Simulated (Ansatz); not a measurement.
Rows from a G0W0 calculation on NbS2Br2 (layers cut from the bulk crystal) (Ansatz 0.2.0; G0W0 on PBEsol, plane waves, PAW; 3×3×1 mesh, 378 empty bands, screening to 28 eV), in eV. Spin-orbit coupling is left out.

| row | k | band | start | Σx | Σc at the solution | Vxc |
| --- | --- | --- | --- | --- | --- | --- |
| A | (0.333, 0.000, 0.000) | v3 | -6.623 | -18.743 | 2.525 | -15.829 |
| B | (0.333, 0.000, 0.000) | c2 | -3.237 | -12.219 | -3.875 | -17.712 |
| C | (0.333, 0.000, 0.000) | c1 | -3.884 | -10.998 | -3.560 | -16.057 |
| D | (0.333, 0.000, 0.000) | v1 | -5.539 | -18.585 | 1.475 | -17.211 |
| E | (0.333, 0.000, 0.000) | c3 | -3.118 | -11.876 | -3.716 | -17.146 |
| F | (0.333, 0.000, 0.000) | v2 | -6.467 | -19.446 | 2.377 | -16.771 |

Question: Work out each quasiparticle level and how far it moved.

The quasiparticle equation reads E = start + Σx + Σc(E) − Vxc.

| row | E (eV) | shift (eV) |
| --- | --- | --- |
| A | -7.013 | −0.390 |
| B | -1.619 | +1.618 |
| C | -2.385 | +1.499 |
| D | -5.437 | +0.102 |
| E | -1.564 | +1.554 |
| F | -6.765 | −0.298 |

The gap over the computed points goes from 1.66 eV to 3.05 eV.

Limits: not at the basis limit; coarse mesh for a sheet; no spin-orbit coupling.

[Runs of the session that timed out or met a known fault of the program may be left out.]

[Cells called generated may have been cut or substituted from an entry of the Crystallography Open Database or the Materials Project.]

[Hosts, paths, dates, database ids (printed as entryN), source tags and the programs' standing remarks are cut or masked in the printed files.]
